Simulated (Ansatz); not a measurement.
# The perfect Fe wire along [100], 9 atoms a period, part 2 of 2

Aim: is the Fe wire along [100], 9 atoms a period a metal or a semiconductor?

Ansatz 0.2.0; DFT PBE, plane waves, PAW; relaxation of a wire's period; PAW set soft_1 (the session's first sound run).

So far: The starting structure; The relaxed wire.

## 2. The relaxed wire (continued)

Relaxation path:

```csv
step,energy less that of the first step (eV),largest force component (eV/Å),pressure (GPa),volume (Å³)
1,0.0000,0.2413,-1.29,439.36
2,-0.1942,0.0699,-0.53,424.28
3,-0.2386,0.0429,-0.01,407.61
4,-0.2477,0.0181,-0.06,412.17
5*,-0.2387,0.0167,-0.05,412.17
```

Relaxation steps marked * repeat the geometry before them on a plane-wave basis chosen anew for their cell, so energy and pressure can jump there.

The run keeps the 16 symmetry operations that it works with, so distortions that break them were not tested.

```csv
cell as run,before,after,change
c (Å),2.830,2.655,-6.2 %
```

The atoms that moved most (Å, along periodic axes as changes of fractional coordinates times the final cell, across vacuum about the mean position):

```csv
atom,dx,dy,dz,length
Fe9,0.035,0.035,0.000,0.049
Fe7,-0.035,0.035,0.000,0.049
Fe8,0.035,-0.035,0.000,0.049
Fe6,-0.035,-0.035,0.000,0.049
Fe2,0.000,-0.045,0.000,0.045
Fe1,-0.045,0.000,0.000,0.045
Fe5,0.045,0.000,0.000,0.045
Fe4,0.000,0.045,0.000,0.045
```

Numbers from this step:

| Item | Value |
| --- | --- |
| energy at zero smearing | -40314.9233 eV |
| total moment | 25.42 μB |
| absolute moment | 26.23 μB |
| cell length along the wire | 2.655 Å |

Site moment by atom:

```csv
atom,site moment (μB)
Fe1,2.82
Fe2,2.82
Fe3,2.59
Fe4,2.82
Fe5,2.82
Fe6,2.66
Fe7,2.66
Fe8,2.66
Fe9,2.66
```

The cell's length comes to 2.655 Å with an absolute moment of 26.23 μB a cell.

## 3. The perfect wire

This step: DFT PBE, plane waves, PAW; bands of a perfect wire; PAW set soft_1 (Ansatz 0.2.0).

At the relaxed period the bands are computed along the axis; those that cross an energy going forward count the channels that a perfect wire would open there.

input.yaml reads:

```yaml
crystal:
  lattice:
    - [12.46, 0.0, 0.0]
    - [0.0, 12.46, 0.0]
    - [0.0, 0.0, 2.654855651]
  atoms:
    - { symbol: Fe, position: [0.269284976, 0.5, 0.0], spin: 2.82 }
    - { symbol: Fe, position: [0.5, 0.269284976, 0.0], spin: 2.82 }
    - { symbol: Fe, position: [0.5, 0.5, 0.0], spin: 2.59 }
    - { symbol: Fe, position: [0.5, 0.730715024, 0.0], spin: 2.82 }
    - { symbol: Fe, position: [0.730715024, 0.5, 0.0], spin: 2.82 }
    - { symbol: Fe, position: [0.383638171, 0.383638171, 0.5], spin: 2.66 }
    - { symbol: Fe, position: [0.383638171, 0.616361829, 0.5], spin: 2.66 }
    - { symbol: Fe, position: [0.616361829, 0.383638171, 0.5], spin: 2.66 }
    - { symbol: Fe, position: [0.616361829, 0.616361829, 0.5], spin: 2.66 }
magnetization:
  spin_polarized: true
kpoints:
  mp_grid: { grid: [1, 1, 31] }
  band_path: { path: ["Γ", Z], npoints: 90 }
scf:
  occupations: { method: fermi_dirac, width: 0.05 }
hamiltonian:
  xc: pbe
  pseudopotentials: { kind: paw, azcp: { folder: soft_1 } }
output:
  dos: { e_range: [-5, 4] }
  write_potential: true
  write_density: true
  volumetric_format: npy
```

Launch:

```bash
$ ansatz run input.yaml --threads 4 --pin off --max-ram 16384MiB --backend cpu --events-out ev --progress --plain --runs-dir out
```

Numbers of over 12 decimals in the logs are rounded to 6 here.

The program printed:

```text
[...]
Crystal: 9 atoms, lattice volume = 412.171 Å³
Basis set: ecut = 420 eV, 8145 PW (Γ)
Bands: 102, of which v1, the nominal top of the filled ones, is band 72 counted from 1 (71 counted from 0)
Symmetry: 16 space group operations
[...]
k-points: 16 of 31
[...]
Starting moments: Σ|m| = 24.51 μB on 9 of 9 sites
[...]
SCF iter   1: F=—  HF=-40312.330483 eV  |F-HF|=—  |Δ(HF+E_count)|=         —  Δρ=3.76e-2 (↑2.03e-2 ↓3.76e-2)  dr2=2.61e1  dr2_m=2.38e0  M=25.714 μB ∫|m|=25.906 μB  β_m=0.30  ethr=3.10e-3  ⟨swp⟩=9.1  Hψ=16586  notcnv=0  defer=78
[...]
SCF iter  14: F=-40314.953885 eV  HF=-40314.953885 eV  |F-HF|=2.50e-9  |Δ(HF+E_count)|=  5.09e-11  Δρ=7.20e-7 (↑2.21e-7 ↓7.20e-7)  dr2=3.98e-9  dr2_m=5.40e-10  M=25.431 μB ∫|m|=26.236 μB  ethr=1.00e-11  ⟨swp⟩=11.8  Hψ=16236  notcnv=0
SCF 1 converged in 14 iterations: F = -40314.953885 eV  dr2 = 3.98e-9
[...]
WARN: The output density's exchange-correlation potential varies sharply where the density is thin. Do not read a vacuum level from v_tot or v_xc, or from such a field of the output density. On a cell that repeats whose density bears no net charge and no dipole along the vacuum's axis use v_es (v_loc + v_h of the components); under efield.dipole_correction with no amplitude use v_es + v_field, which holds any externa [...]
NSCF: frozen V_eff on 91 k-points
SCF converged after 14 iterations
Magnetization: 25.4315 μB (84.7157 up, 59.2843 down)
Absolute magnetization: 26.2382 μB (∫|ρ↑−ρ↓|, with the PAW one-centre terms)
[...]
Per-site moments (μB) at R_I (Å): [(2.820360, 1.001480), (2.820360, 1.001480), (2.593574, 1.007573), (2.820360, 1.001480), (2.820360, 1.001480), (2.660042, 1.001480), (2.660042, 1.001480), (2.660042, 1.001480), (2.660042, 1.001480)]
Free energy (F): -40314.953885 eV
[...]
Internal energy: -40314.890733 eV  (E = F + TS)
E sigma→0 (E₀):  -40314.922309 eV
Entropy (-TS):   -0.063152 eV (-7.017 meV/atom)
Fermi energy:    1.607768 eV
[...]
--- Band table (eV; the first three rows and the last of 32) ---
  k-point 0 ↑: bands = [... 68 lower, -0.2553, -0.2543, -0.1172, -0.1172, -0.0340, -0.0340, -0.0147, 0.1111, ... 26 higher]
  k-point 1 ↑: bands = [... 68 lower, -0.2490, -0.2373, -0.1847, -0.1847, -0.0198, 0.0319, 0.0319, 0.0715, ... 26 higher]
  k-point 2 ↑: bands = [... 68 lower, -0.2569, -0.2569, -0.2286, -0.2024, -0.0287, 0.0028, 0.0782, 0.1137, ... 26 higher]
  k-point 15 ↓: bands = [... 68 lower, 3.0330, 3.0636, 3.0636, 3.2629, 3.2860, 3.4502, 3.4788, 3.5589, ... 26 higher]
```

Elapsed: 2.5 min, on 4 threads of Arm Neoverse V1, shared host; peak memory 3.4 GiB.

In the SCF lines HF is the Harris–Foulkes energy and dr2 the Hartree energy of the density residual, in eV; the loop may stop once dr2 is under the threshold and the program's other checks hold. Hψ counts applications of the Hamiltonian.

Numbers from this step:

- energy at zero smearing: -40314.9223 eV
- total moment: 25.43 μB
- absolute moment: 26.24 μB
- band gap: 0 eV

Between Γ and Z the bands cross the Fermi level 13 times, so a perfect wire would conduct at least 6.5 G₀, with an absolute moment of 26.24 μB a cell.

## 4. Summary of results

- cell length, PBE: 2.655 Å
- absolute moment, PBE: 26.2 μB
- ballistic conductance by band crossings, a lower bound, PBE: 6.5 G₀

In words: Under PBE the cell's length is 2.65 Å, the absolute moment is 26.24 μB a cell, and the bands cross the Fermi level 13 times between Γ and Z, which gives a perfect wire at least 6.5 G₀ (opposite crossings within one step of the path cancel in such a count). In the perfect wire the moments were started parallel, and no opposed start was run. No search over magnetic orders was made; another may lie lower.

[Logs are printed without paths, hosts, clocks, repeated set-up lines and the standing remarks that a program may print on its own settings, such as how far it seeks lower states.]

[Hosts, paths, dates, database ids (printed as entryN), source tags and the programs' standing remarks are cut or masked in the printed files.]
